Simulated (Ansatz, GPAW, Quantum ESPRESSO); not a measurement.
# Photoemission of the MXene Zr3C2 with O ends, part 8 of 8

Wanted: the XPS lines and the band structure of the MXene Zr3C2 with O ends.

Ansatz 0.2.0, Quantum ESPRESSO 7.5 and GPAW 26.7.0; DFT, LDA, plane-wave PAW, default files, scalar-relativistic (the session's first sound run).

So far, work function, upper face (eV): step 2 (relaxation, LDA) 5.42; step 3 (layer-resolved bands, DOS and potential, LDA) 5.42; step 5 (Quantum ESPRESSO: planar potential) 5.42; step 8 (GPAW, plane waves, LDA, GPAW) 5.43.

## 9. GPAW with atomic orbitals (continued)

Level of this step: DFT, LDA, PAW datasets of GPAW, numerical atomic orbitals (LCAO), scalar-relativistic (GPAW).

The DOS has structure finer than the step of the table below, so its rows give means over 0.5 eV, whole bins alone (the curve runs from -19.6 to 3.35 eV). Peaks (eV: height): -17.75: 10.2, -9.25: 4.36, -5.15: 7.82, -4.55: 9.86, -2.65: 7.58, -1.15: 4.00, 2.05: 4.51.

The DOS by E, zero at the Fermi level; means over each step:

E (eV), DOS (states/eV/cell) and a bar:
```
    -19.0        0.0 
    -18.5        0.1 
    -18.0        5.1 ###################
    -17.5        2.7 ##########
    -17.0        0.0 
    -16.5        0.0 
    -16.0        0.0 
    -15.5        0.0 
    -15.0        0.0 
    -14.5        0.0 
    -14.0        0.0 
    -13.5        0.0 
    -13.0        0.0 
    -12.5        0.0 
    -12.0        0.0 
    -11.5        0.0 
    -11.0        0.0 
    -10.5        0.4 ##
    -10.0        0.9 ###
     -9.5        3.4 #############
     -9.0        2.8 ##########
     -8.5        0.5 ##
     -8.0        0.0 
     -7.5        0.0 
     -7.0        0.0 
     -6.5        0.0 
     -6.0        0.5 ##
     -5.5        4.7 ##################
     -5.0        6.1 #######################
     -4.5        8.0 ##############################
     -4.0        4.7 ##################
     -3.5        2.3 #########
     -3.0        3.3 ############
     -2.5        6.0 #######################
     -2.0        5.3 ####################
     -1.5        2.3 #########
     -1.0        3.1 ###########
     -0.5        1.3 #####
      0.0        0.6 ##
      0.5        1.1 ####
      1.0        1.1 ####
      1.5        1.3 #####
      2.0        3.5 #############
      2.5        2.3 #########
      3.0        3.1 ###########
```

Levels are drawn here with a half width of 0.05 eV, so heights of A(k,E) don't compare between steps with other widths.

## 10. Other settings

This step: DFT, LDA, plane-wave PAW, default files, scalar-relativistic; changed: hamiltonian.hubbard = {"sites": [{"species": "Zr", "l": "d", "u_eff": 2.0}], "double_counting": "fll"}, magnetization = {"spin_polarized": true} (Ansatz 0.2.0).

Some settings are changed to see whether the read-outs move.

The input, input.yaml:

```yaml
crystal:
  lattice:
    - [3.2642258002, 0.0, 0.0]
    - [-1.6321129001, 2.8269024667, 0.0]
    - [0.0, 0.0, 21.7]
  atoms:
    - { symbol: O, position: [0.6666666667, 0.3333333333, 0.6674958803], spin: 2.0 }
    - { symbol: Zr, position: [0.3333333333, 0.6666666667, 0.6259914924], spin: 1.0 }
    - { symbol: C, position: [0.0, 0.0, 0.5620210644], spin: 3.0 }
    - { symbol: Zr, position: [0.6666666667, 0.3333333333, 0.5], spin: 2.0 }
    - { symbol: C, position: [0.3333333333, 0.6666666667, 0.4379789356], spin: 1.0 }
    - { symbol: Zr, position: [0.0, 0.0, 0.3740085076], spin: 3.0 }
    - { symbol: O, position: [0.6666666667, 0.3333333333, 0.3325041197], spin: 1.0 }
kpoints:
  mp_grid: { grid: [12, 12, 1] }
scf:
  occupations: { method: fermi_dirac, width: 0.05 }
  n_extra_bands: 8
hamiltonian:
  xc: lda
  pseudopotentials: { kind: paw }
  hubbard: { sites: [{ species: Zr, l: d, u_eff: 2.0 }], double_counting: fll }
output:
  forces: true
  write_potential: true
  volumetric_format: []
  dos:
    projected: true
    de: 0.05
    e_range: [-30, 12]
    method: { smearing: { sigma: 0.15, scheme: gaussian } }
magnetization:
  spin_polarized: true
```

Started as:

```bash
$ ansatz run input.yaml --threads 8 --pin off --max-ram 22528MiB --backend cpu --events-out ev --progress --plain --runs-dir out
```

Numbers of over 12 decimals in the logs are rounded to 6 here.

The program printed:

```text
Warning: the band count 36 (scf.n_extra_bands) hosts the net moment |M| = 13.0000 μB (N_el = 56) but caps the reachable moment at 2·n_bands − N_el = 16.0000 μB, below the 42 bands that the automatic rule leaves for it — a moment growing past the seed, or the majority channel's smearing tail, pins there with fewer empty majority states than that count leaves; raise or omit scf.n_extra_bands unless the cap is intended
Warning: where an SCF of this run starts from atoms to list the orders of its open shells, C (site 2, from 0) starts with 2.00 μB on its 2p shell, in the place of the 3.00 μB that the deck gives it: its open shells can hold no more by Hund's first rule. To start from spheres of the given moment, type scf.initial_density.shell_occupations: []
[...]
O: projections on atomic orbitals take those of the free atom [He] 2s2 2p4, of charge +0.00 (hamiltonian.pseudopotentials.projection_atoms); the dataset's partial waves leave at most 1.9e-8 of an orbital's norm unspanned inside its sphere
Zr: projections on atomic orbitals take those of the free atom [Ar 3d10] 4s2 4p6 4d2 5s2, of charge +0.00 (hamiltonian.pseudopotentials.projection_atoms); the dataset's partial waves leave at most 4.4e-6 of an orbital's norm unspanned inside its sphere
C: projections on atomic orbitals take those of the free atom [He] 2s2 2p2, of charge +0.00 (hamiltonian.pseudopotentials.projection_atoms); the dataset's partial waves leave at most 3.7e-9 of an orbital's norm unspanned inside its sphere
[...]
Crystal: 7 atoms, lattice volume = 200.240 Å³
Basis set: ecut = 420 eV, 3985 PW (Γ)
Bands: 36, of which v1, the nominal top of the filled ones, is band 28 counted from 1 (27 counted from 0)
Symmetry: 6 space group operations
[...]
k-points: 19 of 144 (time reversal used)
[...]
Starting moments: Σ|m| = 13 μB on 7 of 7 sites
[...]
SCF iter   1: F=—  HF=-13832.032994 eV  |F-HF|=—  |Δ(HF+E_count)|=         —  Δρ=1.13e-1 (↑7.64e-2 ↓1.13e-1)  dr2=3.34e1  dr2_m=1.16e1  M=0.265 μB ∫|m|=1.114 μB  β_m=0.30  ethr=3.10e-3  ⟨swp⟩=7.8  Hψ=7127  notcnv=0
[...]
SCF iter   8: F=—  HF=-13831.133134 eV  |F-HF|=—  |Δ(HF+E_count)|=   7.37e-2  Δρ=8.53e-3 (↑8.52e-3 ↓8.53e-3)  dr2=1.39e-3  dr2_m=1.33e-1  M=0.051 μB ∫|m|=0.249 μB  β_m=0.30  ethr=8.53e-6  ⟨swp⟩=2.8  Hψ=2753  notcnv=0  defer=38
[...]
spin-set hold released at iteration 8 (site moments contracting): the magnetisation degrees of freedom join the quasi-Newton model from the next iteration; the mixer history was flushed
SCF iter   9: F=—  HF=-13831.173296 eV  |F-HF|=—  |Δ(HF+E_count)|=   4.02e-2  Δρ=6.43e-3 (↑6.28e-3 ↓6.43e-3)  dr2=8.62e-4  dr2_m=7.40e-2  M=0.035 μB ∫|m|=0.199 μB  β_m=0.65  ethr=2.48e-6  ⟨swp⟩=2.7  Hψ=2524  notcnv=0  defer=38
[...]
SCF iter  25: F=-13831.223669 eV  HF=-13831.223669 eV  |F-HF|=4.73e-11  |Δ(HF+E_count)|=  6.37e-11  Δρ=1.53e-7 (↑7.66e-8 ↓1.53e-7)  dr2=5.76e-11  dr2_m=1.62e-11  M=0.000 μB ∫|m|=0.000 μB  ethr=1.00e-12  ⟨swp⟩=5.3  Hψ=6800  notcnv=0
SCF 1 converged in 25 iterations: F = -13831.223669 eV  dr2 = 5.76e-11
[...]
Symmetry: 1 space group operations
k-points: 74 of 144 (time reversal used)
Starting moments: Σ|m| = 12 μB on 7 of 7 sites
SCF iter   1: F=—  HF=-13834.956989 eV  |F-HF|=—  |Δ(HF+E_count)|=         —  Δρ=1.03e-1 (↑5.74e-2 ↓1.03e-1)  dr2=3.55e1  dr2_m=6.97e0  M=0.071 μB ∫|m|=0.750 μB  β_m=0.30  ethr=3.10e-3  ⟨swp⟩=8.0  Hψ=27320  notcnv=0
[...]
SCF iter   7: F=—  HF=-13831.219636 eV  |F-HF|=—  |Δ(HF+E_count)|=   2.27e-2  Δρ=1.68e-3 (↑1.63e-3 ↓1.68e-3)  dr2=9.94e-3  dr2_m=4.15e-3  M=-0.003 μB ∫|m|=0.077 μB  β_m=0.28  ethr=4.88e-4  ⟨swp⟩=3.9  Hψ=9545  notcnv=0  defer=235
an SCF from ferromagnetic starting moments (2.00, 1.00, 3.00, 2.00, 1.00, 2.00, 1.00 Bohr magnetons, atom by atom) was given up at its iteration 7, 4.03 meV above the state that the run had reached, since its moments had collapsed: that state stands; the SCF set out from the atoms and, under a Hubbard term, can stand on another filling of the shells than the run's state, so that by this SCF it is not known whether that order lies lower
WARN: the starting moments were not kept: the SCF closed with an absolute magnetisation of 6.4e-6 μB, where they sum to 13 μB in size (7 sites). That is at most 0.1 of that sum. Measured as dr2_m measures the in/out step, that magnetisation stands 4.1e-12 eV from none, at or under the dr2_threshold of 1.0e-7 eV: it is no larger than a step whose dr2_m would equal this threshold. The system may hold no moment; this SC [...]
[...]
SCF converged after 25 iterations
Magnetization: 0.0000 μB (28.0000 up, 28.0000 down)
Absolute magnetization: 0.0000 μB (∫|ρ↑−ρ↓|, with the PAW one-centre terms)
[...]
Per-site moments (μB) at R_I (Å): [(2.45831522013184e-7, 0.861610), (-3.3307340217101024e-7, 0.861610), (1.4179476156462159e-6, 0.955279), (-5.879345220948754e-7, 0.955279), (9.796508447060088e-7, 0.955279), (-3.007503687096671e-7, 0.861610), (5.294105587684799e-7, 0.861610)]
Free energy (F): -13831.223669 eV
[...]
Internal energy: -13831.219556 eV  (E = F + TS)
E sigma→0 (E₀):  -13831.221612 eV
Entropy (-TS):   -0.004113 eV (-0.588 meV/atom)
Fermi energy:    3.149586 eV
[...]
--- Forces (eV/Å), atoms counted from 1 ---
  atom   1  O     -0.00000000    -0.00000000     0.02434460
  atom   2  Zr    -0.00000000    -0.00000000     0.07331811
  atom   3  C      0.00000000     0.00000000     0.04192705
  atom   4  Zr     0.00000000    -0.00000000     0.00000302
  atom   5  C     -0.00000000    -0.00000000    -0.04192887
  atom   6  Zr     0.00000000     0.00000000    -0.07331887
  atom   7  O     -0.00000000     0.00000000    -0.02434721
  max |Σ_I F_I| component: 2.17e-6 eV/Å
--- Band table (eV; the first three rows and the last of 38) ---
  k-point 0 ↑: bands = [... 24 lower, 1.1913, 2.4604, 3.3179, 3.3179, 4.8073, 4.8073, 4.8456, 5.6119, ... 4 higher]
  k-point 1 ↑: bands = [... 24 lower, 1.1986, 2.5589, 2.6541, 2.9804, 4.5727, 5.1448, 5.2349, 5.7380, ... 4 higher]
  k-point 2 ↑: bands = [... 24 lower, 1.1874, 1.5848, 2.3897, 2.5013, 4.1240, 5.4958, 5.4988, 5.9765, ... 4 higher]
  k-point 18 ↓: bands = [... 24 lower, 0.2225, 0.6878, 0.6878, 0.9947, 5.6040, 5.6040, 6.2653, 6.2653, ... 4 higher]
Occupation matrices written to <dir>
```

The job ended after 20 s (8 threads of Arm Neoverse V2, shared host; peak memory 1.4 GiB).

This step gave:

| Property | Result |
| --- | --- |
| free energy | -13831.2237 eV |
| energy at zero smearing | -13831.2216 eV |
| smearing term TS | 0.004113 eV |
| Fermi energy | 3.150 eV |
| symmetry operations | 6 |
| share of occupied states in no projected shell | 0.0042 of the occupied states in the window |
| DOS at the Fermi level | 0.5121 states/eV/cell |
| work function, upper face | 5.142 eV |
| work function, lower face | 5.142 eV |

Side by side:

| quantity | this run | base run | difference |
| --- | --- | --- | --- |
| work function, upper face (eV) | 5.1424 | 5.4199 | -0.277 |
| work function, lower face (eV) | 5.1424 | 5.4199 | -0.277 |
| DOS at the Fermi level (states/eV/cell) | 0.5121 | 0.686 | -0.174 |

One result that differs is the work function, upper face, 5.14 eV against 5.42 eV.

The work function move by 0.28 eV at most against the base run.

## 11. One cell, several programs

Each program ran the same cell and functional with its own potentials and basis. Levels are from each run's zero of energy. The LCAO run uses a double-zeta polarised basis, which isn't converged: its levels can miss those of plane waves by tenths of an eV or more, filled ones included.

| quantity | Ansatz | QE | GPAW | GPAW LCAO |
| --- | --- | --- | --- | --- |
| work function, upper face (eV) | 5.42 | 5.42 | 5.43 | 5.62 |
| level at K (eV) | -2.83 | -2.83 | -2.83 | -2.88 |
| level at K (eV) | -2.34 | -2.34 | -2.34 | -2.42 |
| level at K (eV) | -2.02 | -2.02 | -2.02 | -2.06 |
| level at K (eV) | 2.40 | 2.40 | 2.40 | 2.39 |
| level at Γ (eV) | -0.51 | -0.51 | -0.52 | -0.41 |
| level at Γ (eV) | 0.31 | 0.31 | 0.31 | 0.37 |
| level at Γ (eV) | 1.54 | 1.54 | 1.54 | 1.47 |
| level at Γ (eV) | 1.67 | 1.67 | 1.66 | 1.69 |
| level at M (eV) | -0.83 | -0.83 | -0.83 | -0.83 |
| level at M (eV) | -0.60 | -0.60 | -0.60 | -0.61 |
| level at M (eV) | -0.01 | -0.01 | -0.01 | -0.01 |
| level at M (eV) | 1.92 | 1.92 | 1.91 | 1.91 |

## 12. Results

```
work function : 5.42 eV
```

**Reading.** The Fermi level of the MXene Zr3C2 with O ends lies 5.42 eV below the vacuum. A full set of core levels wasn't obtained in this session. At 21.2 eV the valence spectrum has its highest listed peaks within 10.8 eV at 1.2 eV (mixed, Zr 4d leading), 2.1 eV (Zr 4d), 2.5 eV (Zr 4d), 4.5 eV (O 2p) and 5.2 eV (O 2p). At 1486.7 eV the valence spectrum has its highest listed peaks within 13 eV at 2.1 eV (Zr 4d), 2.6 eV (Zr 4d), 4.6 eV (Zr 4d), 5.2 eV (Zr 4d) and 9.2 eV (C 2s), and the deeper Zr 4p line at 26.7 eV is higher still (without the spin–orbit splitting that a measurement shows). The shell named is the one with most of the intensity, cross sections included, not always the one with most states there. The plane-wave programs agree on the work function, upper face to 0.01 eV. Over the 12 levels in this table, those of QE differ from Ansatz's by 0.001 eV on average and 0.003 eV at most, matching each to the nearest level within 0.3 eV. Over the 12 levels in this table, those of GPAW differ from Ansatz's by 0.003 eV on average and 0.007 eV at most, matching each to the nearest level within 0.3 eV. Over the 12 levels in this table, those of GPAW LCAO differ from Ansatz's by 0.037 eV on average and 0.098 eV at most, matching each to the nearest level within 0.3 eV. Small or evenly spaced maxima in the DOS and spectra can be ripples of the k-mesh.

[Logs are printed without paths, hosts, clocks, repeated set-up lines and the standing remarks that a program may print on its own settings, such as how far it seeks lower states.]

[Hosts, paths, dates, database ids (printed as entryN), source tags and the programs' standing remarks are cut or masked in the printed files.]

[Maps of the electrostatic potential energy from Ansatz leave out the sawtooth potential of an applied field or a dipole correction, so their vacuum need not be flat; work functions include it.]
